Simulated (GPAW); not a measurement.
# Geometry or basis: what sets the conductance of CN in line between two Ir chains, part 2 of 2

How well does CN in line between two Ir chains conduct once its atoms have relaxed, and how much do cheaper levels lose?

GPAW 26.7.0; GPAW LCAO, PAW setups; relaxation of the junction within the symmetry of its start, lead ends held (the session's first sound run).

So far, transmission at the Fermi level (one spin): step 3 (GPAW, dzp) 1.84; step 4 (basis szp(dzp)) 1.83; step 5 (basis sz(dzp)) 1.86.

**6. LDA in the dzp basis: xc = "LDA"**

Level of this step: GPAW LCAO, PAW setups; Landauer transmission from Green's functions with principal layers (ASE), zero bias (GPAW).

Back in the dzp basis, the functional changes from PBE to LDA, to set the spread between functionals beside that between bases.

Input file run.py:

```python
import json
import numpy as np
from ase import Atoms
from ase.transport.calculators import TransportCalculator
from gpaw import GPAW, FermiDirac
from gpaw.lcao.tools import get_lcao_hamiltonian
from scipy.linalg import eigh

# The junction with lead layers at both ends, along the third cell vector
device = Atoms(
    ['Ir', 'Ir', 'Ir', 'Ir', 'Ir', 'Ir', 'Ir', 'Ir', 'C', 'N', 'Ir', 'Ir', 'Ir', 'Ir', 'Ir', 'Ir', 'Ir', 'Ir'],
    positions=[
        [4.50000, 4.50000, 1.15000],
        [4.50000, 4.50000, 3.45000],
        [4.50000, 4.50000, 5.75000],
        [4.50000, 4.50000, 8.05000],
        [4.50000, 4.50000, 10.35000],
        [4.50000, 4.50000, 12.65000],
        [4.50000, 4.50000, 14.95000],
        [4.50000, 4.50000, 17.18918],
        [4.50000, 4.50000, 18.99591],
        [4.50000, 4.50000, 20.19834],
        [4.50000, 4.50000, 22.01569],
        [4.50000, 4.50000, 24.22290],
        [4.50000, 4.50000, 26.52290],
        [4.50000, 4.50000, 28.82290],
        [4.50000, 4.50000, 31.12290],
        [4.50000, 4.50000, 33.42290],
        [4.50000, 4.50000, 35.72290],
        [4.50000, 4.50000, 38.02290]],
    cell=[[9.0, 0.0, 0.0], [0.0, 9.0, 0.0], [0.0, 0.0, 39.1729]],
    pbc=True)

# One principal layer of the lead: the first 5 atoms of the device
lead = Atoms(
    ['Ir', 'Ir', 'Ir', 'Ir', 'Ir'],
    positions=[
        [4.50000, 4.50000, 1.15000],
        [4.50000, 4.50000, 3.45000],
        [4.50000, 4.50000, 5.75000],
        [4.50000, 4.50000, 8.05000],
        [4.50000, 4.50000, 10.35000]],
    cell=[[9.0, 0.0, 0.0], [0.0, 9.0, 0.0], [0.0, 0.0, 11.5]],
    pbc=True)

settings = dict(mode='lcao', basis='dzp', xc='LDA', h=0.18,
                occupations=FermiDirac(0.1), maxiter=250,
                mixer=dict(beta=0.1, nmaxold=8, weight=100.0),
                convergence=dict(density=0.0001))
energies = np.arange(-2, 2 + 1e-9, 0.025)
eta = 0.0001
n1, n2 = 1, 1
# k and -k transmit alike, so half of the mesh across the current serves
mesh = [(i, j) for i in range(n1) for j in range(n2) if (i, j) <= (-i % n1, -j % n2)]
weights = np.array([1 if (i, j) == (-i % n1, -j % n2) else 2 for i, j in mesh]) / (n1 * n2)

# [... helper functions left out ...]
fermi_lead = ground_state(lead, (1, 1, 10), 'lead.txt')
fermi_device = ground_state(device, (1, 1, 2), 'device.txt')
# [... loop over the mesh left out, but for ...]
        # Shift the lead onto the potential of the device's first layer
        shift = ((H[:, 0, 0] - H0[:, 0, 0]) / S0[0, 0]).real.mean()
# [...]
kT = 8.617333e-5 * 300
bias = [0.1, 0.2, 0.5, 1.0, 1.5, 2.0]
# [... integrals and printing left out ...]
```

The run is started by

```console
$ OMP_NUM_THREADS=1 OPENBLAS_NUM_THREADS=1 python run.py
```

What it wrote:

```text
basis functions: device 458, principal layer 135
Fermi level: lead -4.1773 eV, device -4.1859 eV; lead shifted by -0.0166 eV
largest coupling past the next layer 1.53e-06 eV, largest misfit of the first layer 0.101 eV
  E-E_F (eV)   T (one spin)  [channel counts left out]
    -2.000    1.3544e+00
    -1.975    1.3569e+00
    -1.950    1.3595e+00
[...]
1.975    3.8789e-02
     2.000    3.8746e-02
conductance at 300 K: 1.8485 G0 a cell; thermopower -0.5486 uV/K
current from the zero-bias T(E) at 0.1 V: 14.319 uA
current from the zero-bias T(E) at 0.2 V: 28.616 uA
current from the zero-bias T(E) at 0.5 V: 71.179 uA
current from the zero-bias T(E) at 1.0 V: 140.11 uA
current from the zero-bias T(E) at 1.5 V: 206.08 uA
current from the zero-bias T(E) at 2.0 V: 269.51 uA
```

Elapsed: 6.4 min, on 1 thread of Arm Neoverse V1, shared host; peak memory 2.1 GiB.

This step gave:

```yaml
conductance: 1.849 G₀
largest_coupling_past_the_next_principal_layer: 1.53e-6 eV
largest_misfit_of_the_first_principal_layer: 0.1010 eV
shift_that_aligns_the_lead: -0.01656 eV
basis_functions_of_the_junction: 458
basis_functions_of_a_principal_layer: 135
transmission_at_the_fermi_level_one_spin: 1.850
```

One spin. Table of transmission, zone mean by energy, zero at the Fermi level:

```
energy (eV)  transmission, zone mean
     -2.000                     1.35
     -1.800                     1.38
     -1.600                     1.43
     -1.400                     1.47
     -1.200                     1.49
     -1.000                     1.52
     -0.800                     1.56
     -0.600                     1.63
     -0.400                     1.72
     -0.200                     1.80
      0.000                     1.85
      0.125                     1.86
      0.200                     1.85
      0.400                     1.82
      0.600                     1.78
      0.800                     1.75
      1.000                     1.71
      1.200                     1.66
      1.400                     1.57
      1.600                     1.40
      1.800                    0.957
      2.000                   0.0387
```

The conductance, 1.85 G₀, lies 0.5 % above that of the dzp run.

**7. The structure as built: geometry = "as built"**

The dzp basis with PBE on the structure as first built shows what the relaxation was worth.

run.py: that of step 6 with these lines changed.

```diff
@@ -19,6 +19,6 @@
         [4.50000, 4.50000, 14.95000],
-        [4.50000, 4.50000, 17.18918],
-        [4.50000, 4.50000, 18.99591],
-        [4.50000, 4.50000, 20.19834],
-        [4.50000, 4.50000, 22.01569],
+        [4.50000, 4.50000, 17.25000],
+        [4.50000, 4.50000, 19.00850],
+        [4.50000, 4.50000, 20.18850],
+        [4.50000, 4.50000, 21.92290],
         [4.50000, 4.50000, 24.22290],
@@ -45,3 +45,3 @@
 
-settings = dict(mode='lcao', basis='dzp', xc='LDA', h=0.18,
+settings = dict(mode='lcao', basis='dzp', xc='PBE', h=0.18,
                 occupations=FermiDirac(0.1), maxiter=250,
```

What it wrote:

```text
basis functions: device 458, principal layer 135
Fermi level: lead -3.8819 eV, device -3.9169 eV; lead shifted by -0.0084 eV
largest coupling past the next layer 1.48e-06 eV, largest misfit of the first layer 0.102 eV
  E-E_F (eV)   T (one spin)  [channel counts left out]
    -2.000    1.8686e+00
    -1.975    1.8706e+00
    -1.950    1.8732e+00
[...]
1.975    4.2477e-02
     2.000    4.2394e-02
conductance at 300 K: 1.9865 G0 a cell; thermopower -0.04925 uV/K
current from the zero-bias T(E) at 0.1 V: 15.389 uA
current from the zero-bias T(E) at 0.2 V: 30.767 uA
current from the zero-bias T(E) at 0.5 V: 76.727 uA
current from the zero-bias T(E) at 1.0 V: 152.15 uA
current from the zero-bias T(E) at 1.5 V: 225.65 uA
current from the zero-bias T(E) at 2.0 V: 297.16 uA
```

Run time: 6.9 min. Hardware: 1 thread; peak memory 2.1 GiB.

Numbers from this step:

```yaml
conductance: 1.986 G₀
largest_coupling_past_the_next_principal_layer: 1.48e-6 eV
largest_misfit_of_the_first_principal_layer: 0.1017 eV
shift_that_aligns_the_lead: -0.008366 eV
transmission_at_the_fermi_level_one_spin: 1.987
```

The conductance, 1.99 G₀, lies 8.0 % above that of the dzp run.

**8. The ladder**

Times are for 1 thread of Arm Neoverse V1, shared host. The series side by side:

```
no.      run  conductance (G₀)     time  memory (GiB)
  1      dzp             1.839  6.3 min           2.1
  2      szp             1.828  4.2 min           2.1
  3       sz             1.856  3.6 min           2.0
  4  dzp LDA             1.849  6.4 min           2.1
  5  asbuilt             1.986  6.9 min           2.1
```

**9. The levels side by side**

The curves are compared point by point over the common energies.

This step: comparison of transmission and cost over codes, levels and geometry (GPAW 26.7.0).

Ladder, by row:

```
   step  code  T at the Fermi level (sum over the listed spins)  conductance (G0)  r.m.s. T(E) from the first  wall time (s)  peak memory (GiB)  threads
    dzp  GPAW                                              1.84             1.839                           0          379.7               2.15        1
    szp  GPAW                                             1.829             1.828                     0.04903          249.7               2.06        1
     sz  GPAW                                             1.857             1.856                      0.0378          216.8               1.99        1
dzp-LDA  GPAW                                              1.85             1.849                     0.01996          382.3               2.15        1
asbuilt  GPAW                                             1.987             1.986                      0.2839          415.4               2.15        1
```

Transmission, zone mean, sum over the listed spins against energy, zero at the Fermi level:

```
energy (eV)     dzp     szp      sz  dzp-LDA  asbuilt
    -2.0000    1.36    1.33    1.27     1.35     1.87
    -1.7500    1.39    1.37    1.33     1.39     1.89
    -1.5000    1.45    1.43    1.40     1.45     1.91
    -1.2500    1.49    1.46    1.43     1.49     1.92
    -1.0000    1.52    1.48    1.47     1.52     1.92
    -0.7500    1.58    1.54    1.55     1.58     1.92
    -0.5000    1.67    1.65    1.67     1.68     1.95
    -0.2500    1.77    1.76    1.79     1.78     1.97
     0.0000    1.84    1.83    1.86     1.85     1.99
     0.0750    1.85    1.83    1.86     1.86     1.99
     0.1000    1.85    1.83    1.87     1.86     1.99
     0.1250    1.85    1.83    1.87     1.86     1.98
     0.1500    1.85    1.83    1.86     1.86     1.98
     0.2500    1.85    1.82    1.86     1.85     1.97
     0.5000    1.81    1.77    1.82     1.80     1.90
     0.7500    1.76    1.72    1.76     1.76     1.82
     1.0000    1.71    1.66    1.72     1.71     1.72
     1.2500    1.66    1.59    1.66     1.65     1.61
     1.5000    1.52    1.44    1.52     1.50     1.41
     1.7500    1.14    1.17    1.22     1.13    0.956
     2.0000  0.0435  0.0436  0.0508   0.0387   0.0424
```

**10. Smearing 0.3, potential alignment off**

Smearing helps the SCF of a metal converge, but it blurs occupations at band edges near the Fermi level. Without the shift, lead and junction are matched by their Fermi levels alone.

This step: GPAW LCAO, PAW setups; Landauer transmission from Green's functions with principal layers (ASE), zero bias (GPAW 26.7.0).

run.py: that of step 7 with these lines changed.

```diff
@@ -19,6 +19,6 @@
         [4.50000, 4.50000, 14.95000],
-        [4.50000, 4.50000, 17.25000],
-        [4.50000, 4.50000, 19.00850],
-        [4.50000, 4.50000, 20.18850],
-        [4.50000, 4.50000, 21.92290],
+        [4.50000, 4.50000, 17.18918],
+        [4.50000, 4.50000, 18.99591],
+        [4.50000, 4.50000, 20.19834],
+        [4.50000, 4.50000, 22.01569],
         [4.50000, 4.50000, 24.22290],
@@ -46,3 +46,3 @@
 settings = dict(mode='lcao', basis='dzp', xc='PBE', h=0.18,
-                occupations=FermiDirac(0.1), maxiter=250,
+                occupations=FermiDirac(0.3), maxiter=250,
                 mixer=dict(beta=0.1, nmaxold=8, weight=100.0),
@@ -60,4 +60,4 @@
 # [... loop over the mesh left out, but for ...]
-        # Shift the lead onto the potential of the device's first layer
-        shift = ((H[:, 0, 0] - H0[:, 0, 0]) / S0[0, 0]).real.mean()
+        # Lead and device are aligned by their Fermi levels alone
+        shift = 0.0
 # [...]
```

What it wrote:

```text
basis functions: device 458, principal layer 135
Fermi level: lead -3.8237 eV, device -3.8520 eV; lead shifted by 0.0000 eV
largest coupling past the next layer 1.48e-06 eV, largest misfit of the first layer 0.080 eV
  E-E_F (eV)   T (one spin)  channels
    -2.000    1.3864e+00    4.0000
    -1.975    1.3887e+00    4.0000
    -1.950    1.3913e+00    4.0000
    -1.925    1.3939e+00    4.0000
    -1.900    1.3968e+00    4.0000
    -1.875    1.3998e+00    4.0000
    -1.850    1.4029e+00    4.0000
    -1.825    1.4060e+00    4.0000
    -1.800    1.4093e+00    4.0000
    -1.775    1.4126e+00    4.0000
    -1.750    1.4159e+00    4.0000
    -1.725    1.4194e+00    4.0000
    -1.700    1.4228e+00    4.0000
    -1.675    1.4263e+00    4.0000
    -1.650    1.4299e+00    4.0000
    -1.625    1.4334e+00    4.0000
[...]
1.825    6.1948e-01    3.0000
     1.850    4.0076e-01    3.0000
     1.875    9.9185e-02    3.0000
     1.900    4.4922e-02    1.0000
     1.925    4.4815e-02    1.0000
     1.950    4.4711e-02    1.0000
     1.975    4.4611e-02    1.0000
     2.000    4.4514e-02    1.0000
conductance at 300 K: 1.7701 G0 a cell; thermopower -0.5417 uV/K
current from the zero-bias T(E) at 0.1 V: 13.713 uA
current from the zero-bias T(E) at 0.2 V: 27.417 uA
current from the zero-bias T(E) at 0.5 V: 68.389 uA
current from the zero-bias T(E) at 1.0 V: 135.76 uA
current from the zero-bias T(E) at 1.5 V: 201.48 uA
current from the zero-bias T(E) at 2.0 V: 265.04 uA
```

Elapsed: 5.5 min, on 1 thread; peak memory 2.1 GiB.

The run finished with changed settings (width = 0.3 and align = false); it serves as a test.

The two runs compared:

```
                                           quantity  this run  sound run  difference
                                   conductance (G₀)    1.7701     1.8392     -0.0691
largest coupling past the next principal layer (eV)  1.484e-6   1.484e-6     1.3e-10
   largest misfit of the first principal layer (eV)  0.080278    0.10660     -0.0263
                    shift that aligns the lead (eV)         0  -0.011040      0.0110
         transmission at the Fermi level (one spin)    1.7706     1.8404     -0.0698
```

**11. Outcome**

- conductance: 1.84 G₀
- transmission at the Fermi level, mean of the spins: 1.84

**Reading.** In the dzp basis the junction conducts 1.84 G₀ at 300 K, with T = 1.84 a spin at the Fermi level; the sz basis reaches that conductance within 10 %. Relaxation moved atoms by up to 0.093 Å and took the conductance from 1.99 to 1.84 G₀, as a ratio a larger change than the step from dzp to the minimal basis. At the Fermi level the three most open eigenchannels pass 0.87, 0.87 and 0.096. Measured against the first run (dzp), the nearest curve is that of dzp-LDA (r.m.s. 0.020) and the farthest that of asbuilt (0.28). Over the compared runs wall time goes from 217 s (sz) to 415 s (asbuilt), on a shared host. The leads kept an estimated spacing and the cell its length, so the junction may be under some tension or compression. The geometry comes from the orbital basis, which tends to overbind, and kept the symmetry of the start, so a structure of lower symmetry may lie lower. The run had no spin polarisation, so a magnetic state, which chains and small molecules with open shells often have, wasn't tested. Spin-orbit coupling is left out, which matters for the heavy atoms here. An evenly spaced straight chain is an idealisation: free chains tend to dimerise, zigzag or, where a band edge lies near the Fermi level, turn magnetic. The currents use the zero-bias T(E) throughout, which holds only while the bias is small against the distance to the nearest feature. The thermopower isn't quoted: it samples T(E) farther from the Fermi level than the conductance does, and the energy grid wasn't tested for it.

[Logs are printed without paths, hosts, clocks, repeated set-up lines and the standing remarks that a program may print on its own settings, such as how far it seeks lower states.]

[Hosts, paths, dates, database ids (printed as entryN), source tags and the programs' standing remarks are cut or masked in the printed files.]
